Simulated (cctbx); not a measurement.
**From intensities to atoms**

Cell a = 10.2070 Å, b = 10.2070 Å, c = 10.2070 Å, α = 90.00°, β = 90.00°, γ = 90.00°; space group Fm-3m (no. 225); content Te4 Br24 Li8.

The data are simulated with cctbx, not measured: Mo Kα, λ = 0.71073 Å, to d = 0.77 Å, 80 % of the full sphere, strongest reflection 40000 counts, noise from counting, a 6 % proportional error and a noise floor of 8 counts (s.d.); no absorption, and some extinction, which the refinements don't model.

Charge flipping in P1 on normalised amplitudes to 0.77 Å, δ = 1.2 σ, 30 % of the reflections treated as weak, 100 cycles:

```text
cycle      R  skewness
    0  0.586     0.52
    8  0.423     4.56
   16  0.262     5.42
   24  0.229     5.17
   32  0.212     4.97
   40  0.204     4.81
   48  0.211     4.72
   56  0.202     4.65
   64  0.201     4.72
   72  0.201     4.63
   80  0.203     4.59
   88  0.192     4.55
   96  0.195     4.55
origin shift          correlation  skewness
 0.068  0.400  0.072      0.972      7.99
 0.317  0.149  0.321      0.969      6.29
 0.065  0.399  0.321      0.944      6.82
 0.315  0.149  0.072      0.943      6.49
taken: symmetry correlation 0.972, skewness 7.99
peak      x       y       z  mult  height/sigma
Q1    0.0000  0.0000  0.5000    4     20.4
Q2    0.0000  0.0000  0.2585   24     15.6
Q3    0.0000  0.0000  0.0000    4      5.1
Q4    0.1191  0.1191  0.1191   32      1.9
Q5    0.0000  0.0000  0.3817   24      1.1
Q6    0.2500  0.2500  0.2500    8      1.1
Q7    0.0000  0.0916  0.1812   96      0.9
Q8    0.0000  0.1176  0.2707   96      0.9
```

The origin is taken among those within 0.04 of the best correlation, by the skewness of the map.

It took 2.8 s on 1 thread of Arm Neoverse V2, on a shared host, peak memory 0.08 GiB.

Q: Assign the peaks.

Heights go roughly as Z and multiplicities must add up to the content. First model: Q1 = Te1 (4 in the cell, height 20.4), Q2 = Br1 (24 in the cell, height 15.6) and Q6 = Li1 (8 in the cell, height 1.1). Against the true structure, Q1 is Te, Q2 is Br and Q6 is Li; the other peaks are not atoms.

Least squares on F², isotropic:

```text
Rint 0.051, 89 unique reflections to 0.78 A
cycle     R1     wR2    GooF  max shift (A)
   1  0.0667  0.1550   8.635   0.00593
   2  0.0103  0.0189   1.053   0.00000
final R1 0.0103 wR2 0.0189 GooF 1.053  parameters 4  data/parameter 22.2
atom        x        y        z      Ueq    occ   su(xyz)  su(Uiso or U11)
Te1    0.00000  0.00000  0.50000   0.0112  1.000  0.00000  0.0001
Br1    0.00000  0.00000  0.25908   0.0166  1.000  0.00003  0.0001
Li1    0.25000  0.25000  0.25000   0.0193  1.000  0.00000  0.0021
difference map: max 0.34 min -0.62 rms 0.10
Q1    0.1174  0.1174  0.2497   96    0.37  1.70 A from Br1
Q2    0.0000  0.1314  0.3686   48    0.30  1.75 A from Br1
Q3    0.0316  0.1277  0.1277   96    0.25  1.90 A from Br1
Q4    0.1220  0.1220  0.3780   32    0.21  2.14 A from Br1
Q5    0.0000  0.0000  0.4300   24    0.21  0.71 A from Te1
```

Anisotropic refinement:

```text
Rint 0.051, 89 unique reflections to 0.78 A
cycle     R1     wR2    GooF  max shift (A)
   1  0.0104  0.0190   1.064   0.00002
   2  0.0103  0.0187   1.048   0.00000
final R1 0.0103 wR2 0.0187 GooF 1.048  parameters 5  data/parameter 17.8
atom        x        y        z      Ueq    occ   su(xyz)  su(Uiso or U11)
Te1    0.00000  0.00000  0.50000   0.0113  1.000  0.00000  0.0001
Br1    0.00000  0.00000  0.25908   0.0166  1.000  0.00003  0.0001
Li1    0.25000  0.25000  0.25000   0.0198  1.000  0.00000  0.0021
difference map: max 0.34 min -0.65 rms 0.10
Q1    0.1175  0.1175  0.2503   96    0.36  1.70 A from Br1
Q2    0.0000  0.1308  0.3692   48    0.30  1.75 A from Br1
Q3    0.0319  0.1277  0.1277   96    0.24  1.90 A from Br1
Q4    0.1217  0.1217  0.3783   32    0.22  2.14 A from Br1
Q5    0.0000  0.0000  0.4298   24    0.20  0.72 A from Te1
Q6    0.1558  0.2045  0.2955   96    0.16  1.16 A from Li1
```

**Reading.** The refinement ends at R1 = 0.0103, wR2 = 0.0187, GooF = 1.05, with difference density between -0.65 and 0.34 e/Å³. Every site matches the true model in element, within 0.001 Å r.m.s., up to an allowed shift of origin.

True model:

```csv
atom,mult.,x,y,z,Ueq (Å²)
Te1,4,0,0,0,0.0112
Br1,24,0,0,0.7591,0.0166
Li1,8,1/4,1/4,3/4,0.0203
```

The model was made for the exercise: a known structure type with other elements put in, its volume estimated, not relaxed; displacement parameters are assumed.

[Middle refinement cycles are left out of these outputs.]

[Logs are printed without paths, hosts, clocks, repeated set-up lines and the standing remarks that a program may print on its own settings, such as how far it seeks lower states.]
